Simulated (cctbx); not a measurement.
# Accept or mend?

Cell a = 6.5880 Å, b = 11.4330 Å, c = 6.5460 Å, α = 90.00°, β = 110.10°, γ = 90.00°; space group C2/m (no. 12). The compound is Li3Hg2SbS6.

The data are simulated with cctbx, not measured: Mo Kα, λ = 0.71073 Å, to d = 0.65 Å, 70 % of the full sphere, strongest reflection 40000 counts, noise from counting, a 6 % proportional error and a noise floor of 8 counts (s.d.); no absorption, and some extinction, which the refinements don't model.

An anisotropic refinement with weights 1/σ² prints:

```text
Rint 0.042, 904 unique reflections to 0.65 A
cycle     R1     wR2    GooF  max shift (A)
   1  0.0257  0.0776   1.506   0.00553
   4  0.0246  0.0618   1.200   0.00001
final R1 0.0246 wR2 0.0618 GooF 1.199  parameters 28  data/parameter 32.3
atom        x        y        z      Ueq    occ   su(xyz)  su(Uiso or U11)
Hg1    0.50000  0.16630  0.00000   0.0038  1.000  0.00001  0.0001
Sb1    0.00000  0.00000  0.00000   0.0062  1.000  0.00000  0.0002
S1     0.76146  0.16151  0.76625   0.0093  1.000  0.00024  0.0005
S2     0.76179  0.00000  0.23054   0.0098  1.000  0.00027  0.0006
Li1    0.50000  0.00000  0.50000   0.5011  1.000  0.00000  0.1628
difference map: max 8.08 min -1.51 rms 0.44
Q1    0.0000  0.1748  0.5000    4    8.59  2.72 A from S1
Q2    0.0000  0.5000  0.5000    2    7.86  0.00 A from Li1
Q3    0.1715  0.2893  0.3881    8    1.34  1.91 A from S1
Q4    0.1921  0.0000  0.6218    4    1.32  0.91 A from S2
Q5    0.0992  0.4683  0.8711    8    1.32  1.97 A from Hg1
Q6    0.1807  0.0485  0.3800    8    1.25  1.73 A from S1
```

Q: Accept it or mend it, and why?

Mend it. The fault: an atom left out, Li at (1/2, 0.3259, 1/2). Against the right model at the same level, R1 goes from 0.0190 to 0.0246 and GooF from 0.97 to 1.20 and the top difference peak, 8.6 e/Å³, lies 2.72 Å from S1. Q1 is the missing atom. With scattering power missing, scale and phases suffer, so peaks may also grow on the heavy atoms.

The compound is Li3Hg2SbS6. The right model at the same level gives:

```text
Rint 0.042, 904 unique reflections to 0.65 A
cycle     R1     wR2    GooF  max shift (A)
   1  0.0202  0.0539   1.048   0.00182
   2  0.0190  0.0498   0.968   0.00010
final R1 0.0190 wR2 0.0498 GooF 0.968  parameters 33  data/parameter 27.4
atom        x        y        z      Ueq    occ   su(xyz)  su(Uiso or U11)
Hg1    0.50000  0.16629  0.00000   0.0038  1.000  0.00001  0.0001
Sb1    0.00000  0.00000  0.00000   0.0063  1.000  0.00000  0.0002
S1     0.76123  0.16161  0.76564   0.0089  1.000  0.00020  0.0004
S2     0.76174  0.00000  0.23114   0.0095  1.000  0.00022  0.0004
Li1    0.50000  0.00000  0.50000   0.0153  1.000  0.00000  0.0061
Li2    0.50000  0.32510  0.50000   0.0151  1.000  0.00074  0.0056
difference map: max 1.39 min -1.58 rms 0.34
Q1    0.1978  0.0000  0.6304    4    1.44  0.85 A from S2
Q2    0.1738  0.2886  0.3919    8    1.38  1.91 A from S1
Q3    0.0103  0.0000  0.1792    4    1.31  1.15 A from Sb1
Q4    0.1016  0.4684  0.8706    8    1.26  1.98 A from Hg1
Q5    0.1816  0.0489  0.3822    8    1.22  1.73 A from S1
Q6    0.0617  0.0797  0.5716    8    1.22  1.20 A from Li2
```

Isotropic U is held between 0.0001 and 1 Å² by the program, and listed peak heights are interpolated, so they can pass the grid's maximum.

The model was made for the exercise: a known structure type with other elements put in, its volume estimated, not relaxed; displacement parameters are assumed.

[Middle refinement cycles are left out of these outputs.]

[Logs are printed without paths, hosts, clocks, repeated set-up lines and the standing remarks that a program may print on its own settings, such as how far it seeks lower states.]
